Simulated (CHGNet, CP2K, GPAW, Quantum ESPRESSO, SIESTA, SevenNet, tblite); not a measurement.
# How far do other methods lie from plane waves? Random packing of Mg53Si47 (at. %) (73 atoms)

One geometry of random packing of Mg53Si47 (at. %) (73 atoms) is solved by several programs and methods. How far do their forces lie from a plane-wave PBE run?

Results are calculated, not measured.

## 1. The cell

The cell holds 73 atoms (39 Mg and 34 Si), with edges of 11.27, 11.27 and 11.27 Å. Recipe: 73 atoms (39 Mg, 34 Si) packed at random in a cube at 2.21 g/cm³ and pushed apart as soft spheres; a start for melting by ab initio MD, not an equilibrated structure. Then every atom was moved at random, 0.05 Å r.m.s. a Cartesian component. The density is 2.21 g/cm³.

## 2. The reference input

Quantum ESPRESSO 7.5: Kohn-Sham DFT, PBE, SSSP efficiency 1.3.0 pseudopotentials, plane waves. Its input, pw.in:

```
&control
  calculation = 'scf'
  pseudo_dir = './pseudo'
  outdir = './tmp'
  disk_io = 'none'
  tprnfor = .true.
  tstress = .true.
/
&system
  ibrav = 0
  nat = 73
  ntyp = 2
  ecutwfc = 45
  ecutrho = 360
  nosym = .true.
  occupations = 'smearing'
  smearing = 'fd'
  degauss = 0.003675
/
&electrons
  conv_thr = 3.6e-07
  electron_maxstep = 100
  mixing_beta = 0.2
  mixing_mode = 'local-TF'
  diagonalization = 'david'
/
ATOMIC_SPECIES
Mg 24.305 Mg.upf
Si 28.085 Si.upf
CELL_PARAMETERS angstrom
11.27400 0.00000 0.00000
0.00000 11.27400 0.00000
0.00000 0.00000 11.27400
ATOMIC_POSITIONS crystal
Mg 0.56726 0.67837 0.39838
Mg 0.68312 0.90263 0.72168
Mg 0.23698 0.04811 0.39091
Mg 0.95775 0.78238 0.14200
[... 67 atom lines left out ...]
Si 0.51280 0.62245 0.60381
Si 0.73459 0.21987 0.87578
K_POINTS gamma
```

```console
$ OMP_NUM_THREADS=1 mpirun -np 4 pw.x -in pw.in > output.txt
```

Elapsed: 1.9 min, on 4 MPI ranks of Arm Neoverse V2, shared host; peak memory 3.3 GiB; 7.4 min of CPU time.

It converged with an r.m.s. force component of 1.00 eV/Å and a pressure of 9.3 GPa.

## 3. The other programs

- CHGNet: machine-learned potential, published weights.
- CP2K 2026.2: Gaussian basis with GTH pseudopotentials and a plane-wave density; labels give functional, basis (MOLOPT sets; SR short-range, UZH the newer set with its own potentials), grid cutoff/relative cutoff and solver (OT: orbital transformation; TRS4, TC2, SIGN: linear-scaling purification with its sparsity filter), or its built-in tight binding.
- GPAW 26.7.0: PAW with atomic orbitals (LCAO), plane waves or a real-space grid of spacing h.
- SIESTA 5.4.2: numerical atomic orbitals, whose automatically made sets are far from complete, with PseudoDojo norm-conserving potentials that we converted to its format (checked against plane waves on the same files for H, C, O, Si, Ge and Ca alone); labels give functional, basis size, energy shift and mesh cutoff.
- SevenNet: machine-learned potential, published weights.

All use the same cell and atoms, and the electronic-structure runs the same k-mesh.

## 4. All runs compared

Differences are against the reference: forces as r.m.s. over components, share as that over the reference's r.m.s. force, slope as the fitted ratio of a run's forces to the reference's.

```
                                              run  Δ force, r.m.s. (meV/Å)  share (%)  slope  Δ pressure (GPa)  cores  CPU time  memory (GiB)
                                        reference                        -          -      -                 -      4   7.4 min           3.3
                          CHGNet r2SCAN potential                      292       29.2  0.837             -3.61      1       3 s           0.8
  CP2K PBE, DZVP-UZH, 1200/50 Ry, diagonalisation                      315       31.5  0.965              1.07      1   6.4 min            10
                      GPAW LDA, LCAO dzp, h 0.2 Å                     49.2       4.93  0.975                 -      1   7.3 min           1.8
                     GPAW PBE, LCAO dzp, h 0.15 Å                     78.4       7.86  1.056                 -      1    18 min           4.2
                      GPAW PBE, LCAO dzp, h 0.2 Å                     78.3       7.84  1.056                 -      1   7.5 min           1.8
GPAW PBE, LCAO dzp, h 0.2 Å, other mixer settings                     77.9       7.80  1.056                 -      1   9.5 min           1.7
        GPAW PBE, LCAO szp(dzp), h 0.2 Å (coarse)                      107       10.7  1.062                 -      1   5.3 min           1.7
      SIESTA PBE, DZP, shift 0.01 Ry, mesh 500 Ry                      193       19.3  1.153              2.22      2   8.5 min           2.4
                             SevenNet 0 potential                      240       24.0  1.072             0.473      1       6 s          0.76
                          SevenNet l3i5 potential                      217       21.7  1.047           -0.0436      1     7.6 s           1.1
```

Rows marked coarse use a setting chosen to be so.

Times of the machine-learned potentials are mostly Python's start and the loading of weights.

CPU time is summed over cores on shared hosts, so it is rough.

## 5. What came out

Forces lie from 4.9 % (GPAW LDA, LCAO dzp, h 0.2 Å) to 32 % (CP2K PBE, DZVP-UZH, 1200/50 Ry, diagonalisation) of the reference's r.m.s. force of 1.00 eV/Å away from it. The PBE runs in local orbitals, coarse settings apart, differ by 7.8 % (GPAW PBE, LCAO dzp, h 0.2 Å, other mixer settings) to 32 % (CP2K PBE, DZVP-UZH, 1200/50 Ry, diagonalisation); basis, grid and potentials can all enter. Machine-learned potentials differ by 22 % (SevenNet l3i5 potential) to 29 % (CHGNet r2SCAN potential); they were trained on other programs' data, some at another functional. Rows with another functional or a dispersion term differ by 4.9 % (GPAW LDA, LCAO dzp, h 0.2 Å), which mixes the change of model with differences of basis and potentials.

Runs with settings chosen to be coarse differ by 11 % (GPAW PBE, LCAO szp(dzp), h 0.2 Å), their programs' other errors included. SIESTA PBE, DZP, shift 0.01 Ry, mesh 500 Ry stiffens the forces by a factor of 1.15 while following their directions (correlation 0.995). From GPAW PBE, LCAO dzp, h 0.2 Å to the finer GPAW PBE, LCAO dzp, h 0.15 Å the share goes from 7.84 to 7.86 %, so the grid isn't what parts these runs from the reference. The nearest run uses another functional than the reference, so its closeness isn't agreement at one level. Pressures at PBE, coarse settings apart, lie +1.07 to +2.22 GPa from the reference's.

**Limits.** The potentials hold different valence shells: 214 electrons in the reference, 526 in CP2K with DZVP-UZH, 526 in GPAW and 526 in SIESTA; this bears on time and differences. The reference's pressure holds the uncorrected Pulay stress of its 45 Ry basis, so small pressure differences, may be the reference's own error. Machine-learned potentials mimic data converged in k, so the reference's own k-point error enters their differences. The electronic-structure runs sample only Γ, in a cell whose shortest periodic width is 11 Å, which is coarse for a cell with partly filled levels. The reference's pressure of 9.3 GPa reflects the volume that the recipe set, positions that aren't this level's minimum and the basis. The reference has no spin polarisation, so local moments can't form. Where levels are smeared, the DFT runs use Fermi–Dirac occupations at 580 K (0.05 eV), and energies are free energies. The atoms were displaced at random, and shares hang on the size of the forces that this gives. The reference's cutoffs and mesh weren't converged further here.

[Long decimals in the printed logs are rounded to 6 places.]

[Logs are printed without paths, hosts, clocks, repeated set-up lines and the standing remarks that a program may print on its own settings, such as how far it seeks lower states.]

[Hosts, paths, dates, database ids (printed as entryN), source tags and the programs' standing remarks are cut or masked in the printed files.]

[Only finished runs are shown, without SIESTA runs on faulty potentials for Cu, Fe, Ni or Zn; cells were taken only where this reference lay near another plane-wave run.]
